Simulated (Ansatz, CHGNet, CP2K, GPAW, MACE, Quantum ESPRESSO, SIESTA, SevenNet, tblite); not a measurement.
# Quantum ESPRESSO on Σ7 (111) twist boundary in a MgS-YS solid solution (84 atoms): settings against a plane-wave reference

Aim: run Σ7 (111) twist boundary in a MgS-YS solid solution (84 atoms) in Quantum ESPRESSO and see how near its forces come to a plane-wave reference, and at what cost.

Program: Quantum ESPRESSO 7.5. Level of theory: the method is named at each step. Results are calculated unless marked as measured.

### 1. Set-up

The cell holds 84 atoms: 38 Mg, 42 S and 4 Y. Cell: a = 9.782 Å, b = 9.782 Å, c = 19.373 Å, α = 90.0°, β = 90.0°, γ = 120.0°. Rock-salt MgS lattice (a = 5.2289 Å, the value set for the mixture); two grains turned against each other by 38.21 deg about [111]; 1 x 1 coincidence cells, 1 lattice periods a grain, two boundaries a cell, upper grain shifted by [0, 0] of the boundary cell and opened by 0.63 Å, no atom removed; 4 of 42 Mg sites given to Y at random (lattice constant by Vegard's rule between MgS and YS); not relaxed, displaced by a Gaussian of 0.02 Å. Then every atom was moved at random, 0.05 Å r.m.s. a Cartesian component. Regions: lower grain, 42 atoms (20 Mg, 21 S and 1 Y); upper grain, 42 atoms (18 Mg, 21 S and 3 Y). The structure's axis is c.

The yardstick, on the same geometry:

| Item | Value |
| --- | --- |
| method | Kohn-Sham DFT, PBE, PAW, plane waves (Ansatz 0.2.0); cutoff 420 eV, Γ point, fermi-dirac smearing of 0.05 eV; PAW set soft_2 |
| r.m.s. force component | 0.7989 eV/Å |
| longest force | 6.331 eV/Å |
| pressure | 3.067 GPa |
| SCF cycles | 14 |
| time | 26 s on 4 threads of Intel Xeon Platinum 8259CL at 2.50GHz (Skylake/Cascade Lake), shared host |
| CPU time | 94 s |

### 2. PBE, sssp-1.3.0-efficiency, 45/360 Ry

Method: Kohn-Sham DFT, PBE, SSSP efficiency 1.3.0 pseudopotentials, plane waves.

pw.in

```
&control
  calculation = 'scf'
  pseudo_dir = './pseudo'
  outdir = './tmp'
  disk_io = 'none'
  tprnfor = .true.
  tstress = .true.
/
&system
  ibrav = 0
  nat = 84
  ntyp = 3
  ecutwfc = 45
  ecutrho = 360
  nosym = .true.
  occupations = 'smearing'
  smearing = 'fd'
  degauss = 0.003675
/
&electrons
  conv_thr = 4.2e-07
  electron_maxstep = 100
  mixing_beta = 0.2
  mixing_mode = 'local-TF'
  diagonalization = 'david'
/
ATOMIC_SPECIES
Mg 24.305 Mg.upf
S 32.060 S.upf
Y 88.906 Y.upf
CELL_PARAMETERS angstrom
9.78238 0.00000 0.00000
-4.89119 8.47179 0.00000
0.00000 0.00000 19.37344
ATOMIC_POSITIONS crystal
Mg 0.86032 0.56704 0.00142
S 0.09355 0.61765 0.08324
Mg 0.71029 0.13320 0.00136
S 0.95521 0.19767 0.07908
Mg 0.91015 0.37802 0.16022
S 0.13000 0.42232 0.23020
Mg 0.96172 0.18732 0.31446
S 0.19225 0.23527 0.39019
Mg 0.57595 0.71569 0.99879
S 0.81071 0.75726 0.08045
Mg 0.76009 0.95588 0.15395
S 0.00070 0.99762 0.23620
Mg 0.42806 0.29407 0.00082
S 0.65211 0.33422 0.07754
Mg 0.61105 0.52393 0.15720
S 0.86844 0.57963 0.23827
Mg 0.80245 0.75967 0.31083
S 0.04674 0.80861 0.38617
Y 0.47522 0.08976 0.16249
S 0.71069 0.13049 0.23110
Mg 0.67026 0.33786 0.30936
S 0.89715 0.38024 0.38989
Mg 0.29117 0.86271 0.00132
S 0.51525 0.89930 0.07946
Mg 0.14988 0.42884 0.99664
S 0.37401 0.47270 0.07556
Mg 0.33950 0.67146 0.15052
S 0.58238 0.72759 0.23132
Mg 0.52171 0.90444 0.31652
S 0.75270 0.94980 0.38606
Mg 0.99909 0.00148 0.99886
S 0.23732 0.04657 0.07596
Mg 0.19427 0.24025 0.15361
S 0.43640 0.29439 0.23228
Mg 0.39601 0.48345 0.31793
S 0.60190 0.51622 0.38781
Mg 0.24464 0.05326 0.31799
S 0.46654 0.09186 0.39378
Mg 0.06020 0.81486 0.15259
S 0.28119 0.85389 0.23238
Mg 0.08945 0.62685 0.31040
S 0.33214 0.65607 0.38773
Mg 0.57001 0.86837 0.49643
S 0.80290 0.04869 0.58547
Mg 0.71518 0.57277 0.49735
S 0.93998 0.75115 0.57635
Mg 0.76053 0.81055 0.66117
S 0.99793 0.00365 0.73305
Mg 0.86561 0.28551 0.49886
S 0.09673 0.47729 0.57740
Mg 0.90440 0.52148 0.65761
S 0.15151 0.71542 0.72936
Mg 0.95606 0.76293 0.81310
S 0.18249 0.94908 0.88493
Mg 0.13704 0.70990 0.49968
S 0.38696 0.88961 0.57983
[... 24 atom lines left out ...]
Mg 0.10763 0.48054 0.81133
S 0.32722 0.66278 0.89039
Mg 0.23475 0.18084 0.81300
S 0.48926 0.38218 0.89207
K_POINTS gamma
```

Run with:

```console
$ OMP_NUM_THREADS=1 mpirun -np 4 pw.x -in pw.in > output.txt
```

The log of the run:

```text
Program PWSCF
     gamma-point specific algorithms are used
     one sub-group per band group will be used
     scalapack distributed-memory algorithm (size of sub-group:  2*  2 procs)
     Parallelization info
     sticks:   dense  smooth     PW     G-vecs:    dense   smooth      PW
     Min        2115    1061    266               312415   110533   13803
     Max        2118    1066    269               312430   110534   13806
     Sum        8467    4255   1069              1249691   442135   55219
     bravais-lattice index     =            0
     lattice parameter (alat)  =      18.4860  a.u.
     unit-cell volume          =   10834.8538 (a.u.)^3
     number of atoms/cell      =           84
     number of atomic types    =            3
     number of electrons       =       372.00
     number of Kohn-Sham states=          223
     kinetic-energy cutoff     =      45.0000  Ry
     charge density cutoff     =     360.0000  Ry
     scf convergence threshold =      4.2E-07
     mixing beta               =       0.2000
     number of iterations used =            8  local-TF  mixing
     Exchange-correlation= SLA  PW   PBE  PBE
                           (   1   4   3   4   0   0   0)
     crystal axes: (cart. coord. in units of alat)
               a(1) = (   1.000000   0.000000   0.000000 )
               a(2) = (  -0.500000   0.866025   0.000000 )
               a(3) = (   0.000000   0.000000   1.980442 )
     reciprocal axes: (cart. coord. in units 2 pi/alat)
               b(1) = (  1.000000  0.577350 -0.000000 )
               b(2) = (  0.000000  1.154700  0.000000 )
               b(3) = (  0.000000 -0.000000  0.504938 )
     PseudoPot. # 1 for Mg:
     Pseudo is Projector augmented-wave + core cor, Zval =  2.0
     PseudoPot. # 2 for S :
     Pseudo is Ultrasoft + core correction, Zval =  6.0
     PseudoPot. # 3 for Y :
     Pseudo is Ultrasoft + core correction, Zval = 11.0
     atomic species   valence    mass     pseudopotential
     Mg                2.00    24.30500     Mg( 1.00)
     S                 6.00    32.06000     S ( 1.00)
     Y                11.00    88.90600     Y ( 1.00)
     No symmetry found
   Cartesian axes
     number of k points=     1  Fermi-Dirac smearing, width (Ry)=  0.0037
                       cart. coord. in units 2pi/alat
        k(    1) = (   0.0000000   0.0000000   0.0000000), wk =   2.0000000
     Dense  grid:   624846 G-vectors     FFT dimensions: ( 120, 120, 225)
     Smooth grid:   221068 G-vectors     FFT dimensions: (  80,  80, 160)
     Initial potential from superposition of free atoms
     starting charge     371.9455, renormalised to     372.0000
     negative rho (up, down):  1.729E-01 0.000E+00
     Starting wfcs are  372 randomized atomic wfcs
     Self-consistent Calculation
     iteration #  1     ecut=    45.00 Ry     beta= 0.20
     negative rho (up, down):  1.728E-01 0.000E+00
     total energy              =   -2648.30841689 Ry
     estimated scf accuracy    <       6.08495805 Ry
     iteration #  2     ecut=    45.00 Ry     beta= 0.20
     negative rho (up, down):  1.727E-01 0.000E+00
     total energy              =   -2646.79017488 Ry
     estimated scf accuracy    <       4.23852262 Ry
     iteration #  3     ecut=    45.00 Ry     beta= 0.20
     negative rho (up, down):  1.730E-01 0.000E+00
     total energy              =   -2647.45147944 Ry
     estimated scf accuracy    <       0.26624928 Ry
     iteration #  4     ecut=    45.00 Ry     beta= 0.20
     negative rho (up, down):  1.743E-01 0.000E+00
     total energy              =   -2647.43131856 Ry
     estimated scf accuracy    <       0.17157338 Ry
     iteration #  5     ecut=    45.00 Ry     beta= 0.20
     negative rho (up, down):  1.744E-01 0.000E+00
     total energy              =   -2647.43971406 Ry
     estimated scf accuracy    <       0.06251412 Ry
     iteration #  6     ecut=    45.00 Ry     beta= 0.20
[...]
total energy              =   -2647.43327275 Ry
     estimated scf accuracy    <       0.04443072 Ry
[...]
total energy              =   -2647.43864647 Ry
[...]
iteration # 16     ecut=    45.00 Ry     beta= 0.20
[...]
total energy              =   -2647.43864702 Ry
     estimated scf accuracy    <       0.00000159 Ry
     iteration # 17     ecut=    45.00 Ry     beta= 0.20
[...]
total energy              =   -2647.43864724 Ry
     estimated scf accuracy    <       0.00000057 Ry
     iteration # 18     ecut=    45.00 Ry     beta= 0.20
     negative rho (up, down):  1.736E-01 0.000E+00
     End of self-consistent calculation
          k = 0.0000 0.0000 0.0000 ( 27610 PWs)   bands (ev):
   -36.4420 -36.0311 -35.7121 -35.6018 -16.6675 -16.6462 -16.6369 -16.3371
   -16.3070 -16.2690 -16.2419 -15.9588 -15.8644 -15.8337 -15.8084 -15.7968
    -7.9806  -7.8896  -7.4106  -7.2857  -7.2258  -7.2109  -7.1498  -7.1263
    -7.0899  -7.0461  -6.9868  -6.9797  -6.9299  -6.8827  -6.8713  -6.8376
    -6.7749  -6.7394  -6.6757  -6.6492  -6.5486  -6.4810  -6.4404  -6.3403
    -6.3299  -6.2383  -6.0416  -6.0325  -5.9765  -5.8903  -5.7405  -5.5554
[...]
8.2586   8.2906   8.3147   8.3482   8.4811   8.5207   8.5700   8.6254
     8.6379   8.6980   8.7921   8.8377   8.9168   9.0032   9.0250   9.0698
     9.1034   9.1850   9.2178   9.2962   9.3256   9.3290   9.4004   9.4367
     9.4967   9.5535   9.6054   9.6395   9.6832   9.7172   9.7787
     the Fermi energy is     7.7590 ev
!    total energy              =   -2647.43864694 Ry
     estimated scf accuracy    <       0.00000035 Ry
     smearing contrib. (-TS)   =      -0.01336642 Ry
     internal energy E=F+TS    =   -2647.42528052 Ry
     The total energy is F=E-TS. E is the sum of the following terms:
     one-electron contribution =    -212.91334749 Ry
     hartree contribution      =     275.61132893 Ry
     xc contribution           =    -509.55721891 Ry
     ewald contribution        =   -1012.17753687 Ry
     one-center paw contrib.   =   -1188.38850617 Ry
     convergence has been achieved in  18 iterations
     negative rho (up, down):  1.736E-01 0.000E+00
     Forces acting on atoms (cartesian axes, Ry/au):
     atom    1 type  1   force =    -0.00678477    0.00335535    0.00641072
     atom    2 type  2   force =     0.00352935    0.00157397   -0.05066485
     atom    3 type  1   force =     0.01086993    0.01485245    0.00552196
     atom    4 type  2   force =    -0.00835522   -0.01561838   -0.03286111
     atom    5 type  1   force =    -0.01977767    0.01010669    0.00341616
     atom    6 type  2   force =     0.03883538    0.01330443    0.00860136
[...]
atom   82 type  2   force =     0.01186630    0.00500213    0.03947459
     atom   83 type  1   force =     0.01641384    0.00876362    0.03519803
     atom   84 type  2   force =    -0.02323425    0.01880808   -0.04400545
     Total force =     0.492455     Total SCF correction =     0.001512
     Computing stress (Cartesian axis) and pressure
     negative rho (up, down):  1.736E-01 0.000E+00
          total   stress  (Ry/bohr**3)                   (kbar)     P=       28.15
   0.00027056   0.00001751   0.00000992           39.80        2.58        1.46
   0.00001751   0.00022136   0.00003604            2.58       32.56        5.30
   0.00000992   0.00003604   0.00008208            1.46        5.30       12.07
     Message from routine punch:
     Nothing written, as per user request (disk_io='none')
```

Run time: 5.5 min. Hardware: 4 MPI ranks of Intel Xeon Platinum 8259CL at 2.50GHz (Skylake/Cascade Lake), shared host; peak memory 4 GiB; 22 min of CPU time.

Banners, paths, timers and routine set-up lines are dropped from the logs unmarked, and long logs keep their key lines alone; longer cuts are marked.

Compared with the plane-wave run:

* r.m.s. force component: 0.7976 eV/Å
* r.m.s. difference of force components: 5.409 meV/Å
* longest difference of force vectors: 18.29 meV/Å
* force difference over r.m.s. force: 0.677 %
* slope of forces against the reference's: 0.9983
* correlation of force components: 1
* pressure: 2.814 GPa
* pressure difference: -0.2525 GPa

Length of the force difference by element (eV/Å):

| element | atoms | mean | most |
| --- | --- | --- | --- |
| Mg | 38 | 0.0086 | 0.016 |
| S | 42 | 0.0086 | 0.015 |
| Y | 4 | 0.010 | 0.018 |

Local excerpt of 9 atoms (numbers count through the whole input) about Mg25, which has 5 bonded neighbours where the commonest count for Mg is 6; x, y, z are measured from there.

| atom | x | y | z | distance (Å) | bonds | Fx | Fy | Fz (eV/Å) |
| --- | --- | --- | --- | --- | --- | --- | --- | --- |
| Mg25 | 0.00 | 0.00 | 0.00 | 0.00 | 5 | -0.27 | 0.13 | -0.95 |
| S26 | 1.98 | 0.37 | 1.53 | 2.53 | 6 | 0.14 | 0.36 | -0.55 |
| S4 | -0.77 | -1.96 | 1.60 | 2.64 | 6 | -0.21 | -0.40 | -0.84 |
| S2 | -1.47 | 1.60 | 1.68 | 2.75 | 6 | 0.09 | 0.04 | -1.30 |
| S76 | -0.03 | -1.67 | -2.18 | 2.75 | 4 | 0.73 | 1.22 | 1.74 |
| S82 | 0.59 | 1.98 | -2.06 | 2.92 | 4 | 0.31 | 0.13 | 1.01 |
| Mg13 | 3.38 | -1.14 | 0.08 | 3.57 | 4 | -0.02 | -0.55 | 0.60 |
| Mg31 | 0.62 | -3.62 | 0.04 | 3.67 | 3 | -0.12 | -0.17 | -0.98 |
| Mg81 | -0.67 | 0.44 | -3.59 | 3.68 | 6 | -0.61 | -0.11 | 0.99 |

Forces lie 0.68 % from the reference's, at 14 times its CPU time.

### 3. What came out

```
force difference from the reference : QE PBE, sssp-1.3.0-efficiency, 45/360 Ry, 0.68 %
its CPU time                        : 22 min
```

PBE on plane waves or a grid with other potentials, cutoffs or grids differs from the reference by 0.68 % (QE PBE, sssp-1.3.0-efficiency, 45/360 Ry) of the r.m.s. force; this holds the reference's own error, so differences of a few per cent don't tell which side is nearer the exact PBE result (QE's 45 Ry are 612 eV, against the reference's 420 eV). The potentials hold different valence shells: 676 electrons in the reference, 372 in Quantum ESPRESSO with SSSP; this bears on time and differences. The host structure and its lattice constant were typed by rule, without a check against the phase diagram. The reference's pressure of 3.1 GPa belongs to a cell and atoms that aren't relaxed at this level. The electronic-structure runs sample only Γ, in a cell whose shortest periodic width is 8 Å, which is coarse for a cell with partly filled levels.

[Also dropped from logs without a mark: logging warnings of Python, and SIESTA's first energy breakdown and zero terms.]

[Logs are printed without paths, hosts, clocks, repeated set-up lines and the standing remarks that a program may print on its own settings, such as how far it seeks lower states.]

[Hosts, paths, dates, database ids (printed as entryN), source tags and the programs' standing remarks are cut or masked in the printed files.]
